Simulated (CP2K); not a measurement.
2-nitrosopyrrole has these distinct C atoms: C3 (bonded to C and 2 N), C4 (bonded to 2 C and H), C5 (bonded to 2 C and H) and C6 (bonded to C, N and H).

```xyz
11

O     2.7128   -0.9801    0.5242
N     2.2540    0.0691   -0.0008
C     0.8723    0.1115   -0.0457
C     0.0488    1.1303   -0.5555
C    -1.2821    0.7189   -0.3697
C    -1.2487   -0.5390    0.2482
N     0.0496   -0.8923    0.4366
H     0.4111    2.0480   -1.0056
H    -2.1821    1.2582   -0.6440
H    -2.0631   -1.1867    0.5563
H     0.4274   -1.7380    0.8561
```

Their partial C K spectra (CP2K XAS_TDP, all-electron GAPW, PBEh(45%), aug-cc-pVDZ, TDA, GW2X-corrected core level, no relativity) are given in random order, each times the number of alike atoms.

Gaussian full width 0.5 eV, oscillator strength per eV, alike atoms added, rows of zeros left out:

| E (eV) | curve 1 | curve 2 | curve 3 | curve 4 |
| --- | --- | --- | --- | --- |
| 285.75 | 0.000 | 0.000 | 0.000 | 0.002 |
| 286.00 | 0.000 | 0.000 | 0.000 | 0.024 |
| 286.25 | 0.000 | 0.000 | 0.000 | 0.073 |
| 286.50 | 0.000 | 0.000 | 0.000 | 0.055 |
| 286.75 | 0.007 | 0.000 | 0.000 | 0.011 |
| 287.00 | 0.050 | 0.001 | 0.000 | 0.001 |
| 287.25 | 0.088 | 0.003 | 0.002 | 0.000 |
| 287.50 | 0.040 | 0.004 | 0.007 | 0.000 |
| 287.75 | 0.005 | 0.001 | 0.019 | 0.000 |
| 288.00 | 0.000 | 0.000 | 0.067 | 0.000 |
| 288.25 | 0.000 | 0.000 | 0.084 | 0.000 |
| 288.50 | 0.000 | 0.000 | 0.027 | 0.000 |
| 288.75 | 0.000 | 0.000 | 0.002 | 0.000 |
| 289.00 | 0.000 | 0.002 | 0.000 | 0.000 |
| 289.25 | 0.000 | 0.025 | 0.000 | 0.000 |
| 289.50 | 0.000 | 0.093 | 0.000 | 0.000 |
| 289.75 | 0.000 | 0.087 | 0.004 | 0.002 |
| 290.00 | 0.000 | 0.021 | 0.015 | 0.014 |
| 290.25 | 0.003 | 0.001 | 0.015 | 0.026 |
| 290.50 | 0.016 | 0.000 | 0.004 | 0.023 |
| 290.75 | 0.036 | 0.000 | 0.002 | 0.012 |
| 291.00 | 0.031 | 0.001 | 0.005 | 0.009 |
| 291.25 | 0.010 | 0.004 | 0.005 | 0.015 |
| 291.50 | 0.001 | 0.005 | 0.008 | 0.011 |
| 291.75 | 0.002 | 0.005 | 0.008 | 0.010 |
| 292.00 | 0.005 | 0.005 | 0.003 | 0.010 |
| 292.25 | 0.007 | 0.008 | 0.001 | 0.005 |
| 292.50 | 0.008 | 0.011 | 0.004 | 0.001 |
| 292.75 | 0.011 | 0.007 | 0.013 | 0.003 |
| 293.00 | 0.006 | 0.003 | 0.022 | 0.014 |
| 293.25 | 0.002 | 0.010 | 0.015 | 0.027 |
| 293.50 | 0.005 | 0.037 | 0.014 | 0.019 |
| 293.75 | 0.020 | 0.051 | 0.029 | 0.006 |
| 294.00 | 0.034 | 0.029 | 0.038 | 0.006 |
| 294.25 | 0.028 | 0.021 | 0.027 | 0.020 |
| 294.50 | 0.023 | 0.019 | 0.019 | 0.044 |
| 294.75 | 0.022 | 0.009 | 0.012 | 0.034 |
| 295.00 | 0.020 | 0.013 | 0.004 | 0.010 |
| 295.25 | 0.027 | 0.034 | 0.001 | 0.003 |
| 295.50 | 0.025 | 0.033 | 0.003 | 0.005 |
| 295.75 | 0.012 | 0.012 | 0.006 | 0.007 |
| 296.00 | 0.005 | 0.002 | 0.007 | 0.007 |
| 296.25 | 0.003 | 0.004 | 0.009 | 0.004 |
| 296.50 | 0.005 | 0.011 | 0.006 | 0.005 |
| 296.75 | 0.007 | 0.011 | 0.003 | 0.008 |

Q: Which curve belongs to which atom?

Curve 1: C6 (bonded to C, N and H), leading line at 287.23 eV (f = 0.047 an atom), ionisation energy 293.38 eV, term value 6.15 eV. Curve 2: C3 (bonded to C and 2 N), leading line at 289.61 eV (f = 0.057 an atom), ionisation energy 293.09 eV, term value 3.48 eV. Curve 3: C5 (bonded to 2 C and H), leading line at 288.17 eV (f = 0.048 an atom), ionisation energy 292.21 eV, term value 4.04 eV. Curve 4: C4 (bonded to 2 C and H), leading line at 286.32 eV (f = 0.041 an atom), ionisation energy 292.42 eV, term value 6.10 eV. The leading line of an atom is its first one with 35 % of the strongest within 2.5 eV of its lowest line over the strength cut. A line lies at the core ionisation energy, which rises as an atom loses charge to its neighbours or to a π system, less the term value, which is large for a low π* or σ* orbital with weight on that atom.

[Banner, clock and machine lines of the logs are left out without a mark of their own.]

[Logs are printed without paths, hosts, clocks, repeated set-up lines and the standing remarks that a program may print on its own settings, such as how far it seeks lower states.]

[Hosts, paths, dates, database ids (printed as entryN), source tags and the programs' standing remarks are cut or masked in the printed files.]
